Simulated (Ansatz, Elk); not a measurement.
# HfTc3: X-ray structure factors from the self-consistent density

The structure of HfTc3 used here is made up (a known structure type with other elements) and was relaxed beforehand with r2SCAN. The aim is the Fourier transform of its all-electron density, F(hkl), set beside the sum over free spherical atoms that refinements use.

Main program and level: Elk 11.2.3 (patched build); DFT, PBE, all-electron APW+lo, Dirac cores, scalar-relativistic bands, static density, no spin.

The structure was built from a prototype and need not be the compound's stable phase.

## Step 1: Set-up

It takes space group P-6m2 (No. 187, hexagonal). The conventional cell has a = 2.890 Å, b = 2.890 Å, c = 8.761 Å, α = 90.00°, β = 90.00°, γ = 120.00°. Nearest to Hf lie 6 Tc at 2.89 Å and 6 Hf at 2.89 Å. Nearest to Tc lie 9 Tc at 2.62 to 2.89 Å and 3 Hf at 2.89 Å. Nearest to Tc lie 12 Tc at 2.62 to 2.89 Å. Farther neighbours are not listed.

## Step 2: Ground state and structure factors

An all-electron density is needed, since X-rays see the cores too. Task 0 finds the density and task 195 Fourier-transforms it; tshift is off so that phases refer to the origin typed.

elk.in

```
tasks
  0
  195

xctype
  20

spinpol
  .false.

rgkmax
  7.0

gmaxvr
  14.0

lmaxo
  7

lmaxapw
  8

swidth
  0.002

tshift
  .false.

ramdisk
  .false.

hmaxvr
  5.5

maxscl
  120

epspot
  1e-06

sppath
  './'

avec
  5.46201094735 0.00000000000 0.00000000000
  -2.73100547368 4.73024023616 0.00000000000
  0.00000000000 0.00000000000 16.55501306901

atoms
  2
  'Hf.in'
  1
  0.0000000000 -0.0000000000 0.5000000000   0.000000 0.000000 0.000000
  'Tc.in'
  3
  0.3333333333 0.6666666667 0.2312846507   0.000000 0.000000 0.000000
  0.3333333333 0.6666666667 0.7687153493   0.000000 0.000000 0.000000
  0.0000000000 -0.0000000000 -0.0000000000   0.000000 0.000000 0.000000

ngridk
  9 9 3
```

The run is started by

```console
$ OMP_NUM_THREADS=4 elk
```

Numbers of over 12 decimals in the logs are rounded to 6 here.

Log:

```text
┌─────────────────────────┐
│ Elk code version 11.2.3 │
└─────────────────────────┘

All units are atomic (Hartree, Bohr, etc.)

┌─────────────────────────────────────────────────┐
│ Ground-state run starting from atomic densities │
└─────────────────────────────────────────────────┘

Lattice vectors :
   5.462010947       0.000000000       0.000000000
  -2.731005474       4.730240236       0.000000000
   0.000000000       0.000000000       16.55501307

Reciprocal lattice vectors :
   1.150342862      0.6641507612      -0.000000000
   0.000000000       1.328301522       0.000000000
   0.000000000      -0.000000000      0.3795336966

Unit cell volume      :    427.7256472
Brillouin zone volume :   0.5799283140

Muffin-tin inner radius fraction :   0.1000000000E-01

Nuclei treated as point charges

Species : 1 (Hf)
 parameters loaded from : Hf.in
 name : hafnium
 nuclear charge    :   -72.00000000
 electronic charge :    72.00000000
 atomic mass :    325367.3659
 muffin-tin radius :    2.706005474
 number of radial points in muffin-tin :   1393
 inner part over the whole radius :   0.9922780410E-02
 number on inner part of muffin-tin    :    998
 approximate nuclear radius :   0.1000320365E-03
 number of mesh points to nuclear radius :    519
 atomic positions (lattice), magnetic fields (Cartesian) :
  1 :   0.00000000  0.00000000  0.50000000    0.00000000  0.00000000  0.00000000

Species : 2 (Tc)
 parameters loaded from : Tc.in
 name : technetium
 nuclear charge    :   -43.00000000
 electronic charge :    43.00000000
 atomic mass :    178643.0716
 muffin-tin radius :    2.455179063
 number of radial points in muffin-tin :   1193
 inner part over the whole radius :   0.9896182416E-02
 number on inner part of muffin-tin    :    847
 approximate nuclear radius :   0.8398520868E-04
 number of mesh points to nuclear radius :    422
 atomic positions (lattice), magnetic fields (Cartesian) :
  1 :   0.33333333  0.66666667  0.23128465    0.00000000  0.00000000  0.00000000
  2 :   0.33333333  0.66666667  0.76871535    0.00000000  0.00000000  0.00000000
  3 :   0.00000000  0.00000000  0.00000000    0.00000000  0.00000000  0.00000000

Total number of atoms per unit cell :    4
Total muffin-tin volume :    268.9763975
 ratio of muffin-tin to unit cell volume :   0.6288526284

Spin treatment :
 spin-unpolarised

Number of Bravais lattice symmetries :   24
Number of crystal symmetries         :   12
Crystal has no inversion symmetry
Complex Hermitian eigensolver will be used

k-point grid :      9     9     3
k-point offset :    0.000000000       0.000000000       0.000000000
k-point set is reduced with full crystal symmetry group
Total number of k-points :       38

Muffin-tin radius times maximum |G+k| :    7.000000000
 using average radius
Maximum |G+k| for APW functions       :    2.780110350
Maximum (1/2)|G+k|²                   :    3.864506780
Maximum |G| for potential and density :    14.00000000
Constant for pseudocharge density :    9
 order of it for each species :   16  16
 order of it for pair densities of each species (exact exchange by exxq0 0: 17) :   11   9
Radial integration step length :    1

G-vector grid sizes :     25    25    75
Number of G-vectors :    19753

Maximum angular momentum used for
 APW functions            :    8
 outer part of muffin-tin :    7
 inner part of muffin-tin :    2

Total nuclear charge    :   -201.0000000
Total core charge       :    130.0000000
Total valence charge    :    71.00000000
Total excess charge     :    0.000000000
Total electronic charge :    201.0000000

Effective Wigner radius, rₛ :   0.7979215756

Number of empty states         :     16
Total number of valence states :     52
Total number of core states    :    130

Third-order local-orbitals added for an l without core states : T
Total number of local-orbitals :     88

Exchange-correlation functional :     20     0     0
 Perdew-Burke-Ernzerhof, Phys. Rev. Lett. 77, 3865 (1996)
 gradient requirement :    1
[...]
Madelung                    :     -34385.421949821
 xc potential                :     -909.41040495691
 exchange                    :     -684.08038259664
 correlation                 :     -11.175335647872
 electron entropic           :    -0.15229176005001E-02
 total energy                :     -27957.989385148

Density of states at Fermi energy :    113.6280446
 (states/Hartree/unit cell)

Estimated indirect band gap :   0.9372484252E-03
 from k-point 32 to k-point 4
Estimated direct band gap   :   0.3272651487E-02
 at k-point 4

Charges :
 core                        :    130.0000000
 valence                     :    71.00000000
 interstitial                :    7.019342683
 muffin-tins (core leakage)
  species : 1 (Hf)
   atom 1                    :    71.30234506     (  0.4277253325E-06)
  species : 2 (Tc)
   atom 1                    :    40.82781033     (  0.4361102768E-07)
[...]
total in muffin-tins        :    193.9806573
 total calculated charge     :    200.9975240
 total charge                :    201.0000000
 error                       :   0.2475985263E-02

RMS change in Kohn-Sham potential (target) :   0.3490511041     (  0.1000000000E-05)
Absolute change in total energy (target)   :   0.2924686157     (  0.1000000000E-03)

[... loops 3 to 20 left out ...]

┌──────────────────┐
│ Loop number : 21 │
└──────────────────┘

Energies :
 Fermi                       :     0.428561
 sum of occupied eigenvalues :     -16873.565903624
 electron kinetic            :      30245.012125218
 core electron kinetic       :      29368.060161936
 Coulomb                     :     -57506.327875823
 Coulomb potential           :     -46209.166943068
 nuclear-nuclear             :     -3118.0244015151
 electron-nuclear            :     -62657.350315272
 Hartree                     :      8269.0468409639
 Madelung                    :     -34401.744404290
 xc potential                :     -909.41108577475
 exchange                    :     -685.30146658222
 correlation                 :     -11.167331222964
 electron entropic           :    -0.13197614901330E-02
 total energy                :     -27957.785868172

Density of states at Fermi energy :    94.86186909
 (states/Hartree/unit cell)

Estimated indirect band gap :   0.9273518439E-03
 from k-point 28 to k-point 20
Estimated direct band gap   :   0.3323454980E-02
 at k-point 20

Charges :
 core                        :    130.0000000
 valence                     :    71.00000000
 interstitial                :    6.259529233
 muffin-tins (core leakage)
  species : 1 (Hf)
[...]
species : 2 (Tc)
[...]
total in muffin-tins        :    194.7404708
 total calculated charge     :    200.9975393
 total charge                :    201.0000000
 error                       :   0.2460719006E-02

RMS change in Kohn-Sham potential (target) :   0.5940667901E-06 (  0.1000000000E-05)
Absolute change in total energy (target)   :   0.1728561620E-04 (  0.1000000000E-03)

Convergence targets achieved

┌──────────────────┐
│ Loop number : 22 │
└──────────────────┘

Energies :
 Fermi                       :     0.428561
 sum of occupied eigenvalues :     -16873.565899536
 electron kinetic            :      30245.012130850
 core electron kinetic       :      29368.060164810
 Coulomb                     :     -57506.327879875
 Coulomb potential           :     -46209.166961023
 nuclear-nuclear             :     -3118.0244015151
 electron-nuclear            :     -62657.350305447
 Hartree                     :      8269.0468270865
 Madelung                    :     -34401.744399364
 xc potential                :     -909.41106936306
 exchange                    :     -685.30146686721
 correlation                 :     -11.167331224724
 electron entropic           :    -0.13197616958126E-02
 total energy                :     -27957.785866879

Density of states at Fermi energy :    94.86189213
 (states/Hartree/unit cell)

Estimated indirect band gap :   0.9273617206E-03
 from k-point 28 to k-point 20
Estimated direct band gap   :   0.3323474980E-02
 at k-point 20

Charges :
 core                        :    130.0000000
 valence                     :    71.00000000
 interstitial                :    6.259529165
 muffin-tins (core leakage)
  species : 1 (Hf)
[...]
species : 2 (Tc)
   atom 1                    :    41.35989387     (  0.1934952465E-07)
   atom 2                    :    41.35989387     (  0.1934952465E-07)
   atom 3                    :    41.41632200     (  0.2019719147E-07)
 total in muffin-tins        :    194.7404708
 total calculated charge     :    200.9975393
 total charge                :    201.0000000
 error                       :   0.2460718971E-02

┌──────────────────────────────┐
│ Self-consistent loop stopped │
└──────────────────────────────┘

Wrote STATE.OUT
```

The job ended after 45 s (4 threads of Arm Neoverse V1, shared host; peak memory 0.18 GiB).

SFACRHO.OUT:

```text

h k l indices transformed by vhmat matrix:
   1.000000000       0.000000000       0.000000000    
   0.000000000       1.000000000       0.000000000    
   0.000000000       0.000000000       1.000000000    

      h      k      l  multipl.   |H|            Re(F)            Im(F)           |F|

      0      0      0      1   0.0000000       201.00000      0.11087578E-16   201.00000    
      0      0     -1      2  0.37953370      -18.862199     -0.59538607E-14   18.862199    
      0      0      2      2  0.75906739       30.085621      0.24253221E-16   30.085621    
      0      0     -3      2   1.1386011      -51.749963     -0.11883289E-13   51.749963    
     -1      1      0      3   1.3283015       60.713413       58.824388       84.536543    
      1     -1      0      3   1.3283015       60.713413      -58.824388       84.536543    
      0     -1      1      6   1.3814596      -30.608552       6.7538467       31.344822    
     -1      0     -1      6   1.3814596      -30.608552      -6.7538467       31.344822    
      0      0      4      2   1.5181348       148.47857     -0.56402113E-13   148.47857    
      0     -1     -2      6   1.5298916       122.21800      -54.275361       133.72754    
      1     -1      2      6   1.5298916       122.21800       54.275361       133.72754    
     -1      0      3      6   1.7495135      -15.179662       18.387559       23.843751    
      1      0      3      6   1.7495135      -15.179662      -18.387559       23.843751    
      0      0      5      2   1.8976685       7.5180676      0.10976706E-12   7.5180676    
      1      0      4      6   2.0172055       56.912610       44.588602       72.299298    
     -1      0     -4      6   2.0172055       56.912610      -44.588602       72.299298    
      0      0     -6      2   2.2772022       36.951779      0.83184073E-13   36.951779    
      1     -2      0      6   2.3006857       132.64473     -0.34300888E-07   132.64473
```

Elk indexes on the primitive cell of elk.in and gives |H| = 4π sin θ/λ in inverse bohr. Below, one row stands for each form hkl of the conventional cell (m members, Friedel mates merged), F is for one primitive cell and the density is static (no thermal factor). Free-atom factors are Waasmaier and Kirfel's, and R is Σm||F|−|F'||/Σm|F|.

```
hkl   m  sin θ/λ (Å⁻¹)  abs F, DFT  neutral atoms   diff.  abs of complex diff.
001   2          0.057      18.862         18.970  -0.107                 0.107
002   2          0.114      30.086         30.248  -0.162                 0.162
003   2          0.171      51.750         51.862  -0.112                 0.112
100   6          0.200      84.537         84.636  -0.099                 0.164
101  12          0.208      31.345         31.482  -0.137                 0.141
004   2          0.228     148.479        149.316  -0.837                 0.837
102  12          0.230     133.728        134.284  -0.557                 0.560
103  12          0.263      23.844         23.856  -0.013                 0.040
005   2          0.285       7.518          7.695  -0.177                 0.177
104  12          0.303      72.299         72.453  -0.154                 0.159
006   2          0.342      36.952         37.002  -0.050                 0.050
110   6          0.346     132.645        132.668  -0.023                 0.023
105  12          0.348      46.701         46.760  -0.059                 0.065
111  12          0.351      17.341         17.399  -0.058                 0.058
112  12          0.364      24.741         24.850  -0.109                 0.109
113  12          0.386      40.521         40.598  -0.077                 0.077
106  12          0.396      98.431         98.404  +0.027                 0.049
200   6          0.400      64.724         64.726  -0.002                 0.120
007   2          0.400      59.345         59.503  -0.157                 0.157
201  12          0.404      25.729         25.832  -0.103                 0.104
114  12          0.414     115.838        115.694  +0.144                 0.144
202  12          0.415     104.303        104.198  +0.104                 0.120
```

## Step 3: The highest occupied states alone

An energy window below the Fermi level keeps the highest occupied states, to see at which angles they scatter; shallow core shells can lie inside it and anion s states outside. No new self-consistency is needed.

Edit elk.in of step 2 so:

```diff
@@ -1,3 +1,2 @@
 tasks
-  0
   195
@@ -40,2 +39,5 @@
 
+wsfac
+  0.061070 0.728560
+
 sppath
```

The run is started by

```console
$ OMP_NUM_THREADS=4 elk
```

Log:

```text
┌─────────────────────────────────┐
│ Elk code version 11.2.3 started │
└─────────────────────────────────┘

Info(readinput): the functional depends on the density's gradient
 muffin-tin radial points multiplied by    2.00000
 (not where nrmtscf is given)

┌────────────────────┐
│ Current task : 195 │
└────────────────────┘
Info(checkmt): changed muffin-tin radius of species 1 (Hf) from   2.8000 to   2.7060
Info(checkmt): changed muffin-tin radius of species 2 (Tc) from   2.6000 to   2.4552

Info(sfacrho): density structure factors written to SFACRHO.OUT

 Energy window :   0.6107000000E-01  0.7285600000

┌──────────────────┐
│ Elk code stopped │
└──────────────────┘
```

Wall time 8.4 s (4 threads); peak memory 0.16 GiB.

States within 10 eV below the Fermi level hold 25.00 electrons; any levels below the window count with the cores. Their amplitudes can exceed the total, where window and core parts have opposite phase:

| hkl | sin θ/λ (Å⁻¹) | abs F, window | abs F, all |
| --- | --- | --- | --- |
| 001 | 0.057 | 4.428 | 18.862 |
| 002 | 0.114 | 2.510 | 30.086 |
| 003 | 0.171 | 0.322 | 51.750 |
| 100 | 0.200 | 3.345 | 84.537 |
| 101 | 0.208 | 1.369 | 31.345 |
| 004 | 0.228 | 3.417 | 148.479 |
| 102 | 0.230 | 3.303 | 133.728 |
| 103 | 0.263 | 1.196 | 23.844 |
| 005 | 0.285 | 1.199 | 7.518 |
| 104 | 0.303 | 0.781 | 72.299 |

(Continued in part 2 of 2.)

[Logs are printed without paths, hosts, clocks, repeated set-up lines and the standing remarks that a program may print on its own settings, such as how far it seeks lower states.]

[Hosts, paths, dates, database ids (printed as entryN), source tags and the programs' standing remarks are cut or masked in the printed files.]
